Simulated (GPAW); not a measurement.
# A W chain with a Na atom on top of one atom: transmission at several levels, part 2 of 2

How well does a W chain with a Na atom on top of one atom conduct at low bias, and how far do basis and functional move the answer?

GPAW 26.7.0; GPAW LCAO, PAW setups; Landauer transmission from Green's functions with principal layers (ASE), zero bias.

So far, transmission at the Fermi level (one spin): step 2 (double-zeta polarised basis, PBE, GPAW) 5.83; step 3 (basis szp(dzp), PBE, GPAW) 5.83; step 4 (basis sz(dzp), PBE, GPAW) 5.83; step 5 (RPBE) 5.82.

## (8) K-points along the lead 2, SCF mesh 1×1×6

The lead's own mesh along the current sets its density and potential; where the lead is aligned to the junction's end layer, a rigid shift drops out. The SCF mesh sets the Fermi level of the repeated cell.

This step: GPAW LCAO, PAW setups; Landauer transmission from Green's functions with principal layers (ASE), zero bias (GPAW 26.7.0).

run.py

```python
import json
import numpy as np
from ase import Atoms
from ase.transport.calculators import TransportCalculator
from gpaw import GPAW, FermiDirac
from gpaw.lcao.tools import get_lcao_hamiltonian
from scipy.linalg import eigh

# The junction with lead layers at both ends, along the third cell vector
device = Atoms(
    ['W', 'W', 'W', 'W', 'W', 'W', 'W', 'W', 'Na', 'W', 'W', 'W', 'W', 'W', 'W', 'W'],
    positions=[
        [4.50000, 4.50000, 1.12500],
        [4.50000, 4.50000, 3.37500],
        [4.50000, 4.50000, 5.62500],
        [4.50000, 4.50000, 7.87500],
        [4.50000, 4.50000, 10.12500],
        [4.50000, 4.50000, 12.37500],
        [4.50000, 4.50000, 14.62500],
        [4.50000, 4.50000, 16.87500],
        [7.04630, 4.50000, 16.87500],
        [4.50000, 4.50000, 19.12500],
        [4.50000, 4.50000, 21.37500],
        [4.50000, 4.50000, 23.62500],
        [4.50000, 4.50000, 25.87500],
        [4.50000, 4.50000, 28.12500],
        [4.50000, 4.50000, 30.37500],
        [4.50000, 4.50000, 32.62500]],
    cell=[[9.0, 0.0, 0.0], [0.0, 9.0, 0.0], [0.0, 0.0, 33.75]],
    pbc=True)

# One principal layer of the lead: the first 5 atoms of the device
lead = Atoms(
    ['W', 'W', 'W', 'W', 'W'],
    positions=[
        [4.50000, 4.50000, 1.12500],
        [4.50000, 4.50000, 3.37500],
        [4.50000, 4.50000, 5.62500],
        [4.50000, 4.50000, 7.87500],
        [4.50000, 4.50000, 10.12500]],
    cell=[[9.0, 0.0, 0.0], [0.0, 9.0, 0.0], [0.0, 0.0, 11.25]],
    pbc=True)

settings = dict(mode='lcao', basis='dzp', xc='PBE', h=0.2,
                occupations=FermiDirac(0.1), maxiter=250,
                mixer=dict(beta=0.1, nmaxold=8, weight=100.0),
                convergence=dict(density=0.0001))
energies = np.arange(-2, 2 + 1e-9, 0.05)
eta = 0.0001
n1, n2 = 1, 1
# k and -k transmit alike, so half of the mesh across the current serves
mesh = [(i, j) for i in range(n1) for j in range(n2) if (i, j) <= (-i % n1, -j % n2)]
weights = np.array([1 if (i, j) == (-i % n1, -j % n2) else 2 for i, j in mesh]) / (n1 * n2)

# [... helper functions left out ...]
fermi_lead = ground_state(lead, (1, 1, 2), 'lead.txt')
fermi_device = ground_state(device, (1, 1, 6), 'device.txt')
# [... loop over the mesh left out, but for ...]
        # Shift the lead onto the potential of the device's first layer
        shift = ((H[:, 0, 0] - H0[:, 0, 0]) / S0[0, 0]).real.mean()
# [...]
kT = 8.617333e-5 * 500
bias = [0.1, 0.2, 0.5, 1.0, 1.5, 2.0]
# [... integrals and printing left out ...]
```

Started as:

```bash
> OMP_NUM_THREADS=1 OPENBLAS_NUM_THREADS=1 python run.py
```

What it wrote:

```text
basis functions: device 452, principal layer 145
Fermi level: lead -2.6533 eV, device -2.4515 eV; lead shifted by -0.0412 eV
largest coupling past the next layer 7.88e-06 eV, largest misfit of the first layer 0.076 eV
  E-E_F (eV)   T (one spin)  [channel counts left out]
    -2.000    3.8980e+00
    -1.950    3.8968e+00
    -1.900    3.8973e+00
    -1.850    3.9002e+00
    -1.800    3.9051e+00
    -1.750    3.9108e+00
    -1.700    3.9163e+00
    -1.650    3.9209e+00
    -1.600    3.9243e+00
    -1.550    3.9262e+00
    -1.500    3.9271e+00
    -1.450    3.9271e+00
    -1.400    3.9264e+00
    -1.350    3.9254e+00
    -1.300    3.9241e+00
    -1.250    3.9225e+00
[...]
1.650    3.9298e+00
     1.700    3.8565e+00
     1.750    3.5233e+00
     1.800    2.5977e+00
     1.850    1.9839e+00
     1.900    1.9904e+00
     1.950    1.9793e+00
     2.000    1.9677e+00
conductance at 500 K: 5.822 G0 a cell; thermopower -0.1818 uV/K
current from the zero-bias T(E) at 0.1 V: 45.105 uA
current from the zero-bias T(E) at 0.2 V: 90.194 uA
current from the zero-bias T(E) at 0.5 V: 225.32 uA
current from the zero-bias T(E) at 1.0 V: 448.14 uA
current from the zero-bias T(E) at 1.5 V: 654.13 uA
current from the zero-bias T(E) at 2.0 V: 827.28 uA
```

The job ended after 6.5 min (1 thread of Arm Neoverse N1, shared host; peak memory 1.4 GiB).

The run finished with changed settings (lead_nz = 2 and scf_mesh = [1, 1, 6]); it serves as a test.

Side by side:

| quantity | this run | sound run | difference |
| --- | --- | --- | --- |
| conductance (G₀) | 5.8220 | 5.8265 | -0.00452 |
| largest coupling past the next principal layer (eV) | 7.882e-6 | 7.883e-6 | -7.1e-10 |
| largest misfit of the first principal layer (eV) | 0.075664 | 0.043632 | 0.0320 |
| shift that aligns the lead (eV) | -0.041227 | -0.011649 | -0.0296 |
| transmission at the Fermi level (one spin) | 5.8271 | 5.8287 | -0.00158 |

One result that differs is the largest misfit of the first principal layer, 0.0757 eV against 0.0436 eV.

## (9) A second varied run

A last run, with other settings again.

run.py, as its differences from that of step 8:

```diff
@@ -31,12 +31,9 @@
 
-# One principal layer of the lead: the first 5 atoms of the device
+# One principal layer of the lead: the first 2 atoms of the device
 lead = Atoms(
-    ['W', 'W', 'W', 'W', 'W'],
+    ['W', 'W'],
     positions=[
         [4.50000, 4.50000, 1.12500],
-        [4.50000, 4.50000, 3.37500],
-        [4.50000, 4.50000, 5.62500],
-        [4.50000, 4.50000, 7.87500],
-        [4.50000, 4.50000, 10.12500]],
-    cell=[[9.0, 0.0, 0.0], [0.0, 9.0, 0.0], [0.0, 0.0, 11.25]],
+        [4.50000, 4.50000, 3.37500]],
+    cell=[[9.0, 0.0, 0.0], [0.0, 9.0, 0.0], [0.0, 0.0, 4.5]],
     pbc=True)
@@ -44,3 +41,3 @@
 settings = dict(mode='lcao', basis='dzp', xc='PBE', h=0.2,
-                occupations=FermiDirac(0.1), maxiter=250,
+                occupations=FermiDirac(0.1), maxiter=60,
                 mixer=dict(beta=0.1, nmaxold=8, weight=100.0),
@@ -55,4 +52,4 @@
 # [... helper functions left out ...]
-fermi_lead = ground_state(lead, (1, 1, 2), 'lead.txt')
-fermi_device = ground_state(device, (1, 1, 6), 'device.txt')
+fermi_lead = ground_state(lead, (1, 1, 10), 'lead.txt')
+fermi_device = ground_state(device, (1, 1, 3), 'device.txt')
 # [... loop over the mesh left out, but for ...]
```

What it wrote:

```text
LinAlgError: The leading minor of order 28 of B is not positive definite. The factorization of B could not be completed and no eigenvalues or eigenvectors were computed.
```

It took 4.1 min on 1 thread; peak memory 1.3 GiB.

The run ended with an error.

The program's message: “LinAlgError: The leading minor of order 28 of B is not positive definite. The factorization of B could not be completed and no eigenvalues or eigenvectors were computed.”

The change that led to it: n_lead = 2 and period = 4.5.

## (10) What came out

```yaml
conductance: 5.83 G₀
transmission_at_the_fermi_level_mean_of_the_spins: 5.83
thermopower: about 0 (under 1.5 μV/K)
```

In words: In the dzp basis the junction conducts 5.83 G₀ at 500 K, with T = 5.83 a spin at the Fermi level; the sz basis reaches that conductance within 10 %. At the Fermi level the three most open eigenchannels pass 1.00, 1.00 and 1.00. Measured against the first run (dzp), the nearest curve is that of dzp-RPBE (r.m.s. 0.019) and the farthest that of sz (0.048). Over the compared runs wall time goes from 154 s (sz) to 347 s (dzp-RPBE), on a shared host. The geometry was built from estimated bond lengths and not relaxed, so the numbers describe this model structure. The run had no spin polarisation, so a magnetic state, which chains and small molecules with open shells often have, wasn't tested. Spin-orbit coupling is left out, which matters for the heavy atoms here. An evenly spaced straight chain is an idealisation: free chains tend to dimerise, zigzag or, where a band edge lies near the Fermi level, turn magnetic. The currents use the zero-bias T(E) throughout, which holds only while the bias is small against the distance to the nearest feature.

[Logs are printed without paths, hosts, clocks, repeated set-up lines and the standing remarks that a program may print on its own settings, such as how far it seeks lower states.]

[Hosts, paths, dates, database ids (printed as entryN), source tags and the programs' standing remarks are cut or masked in the printed files.]
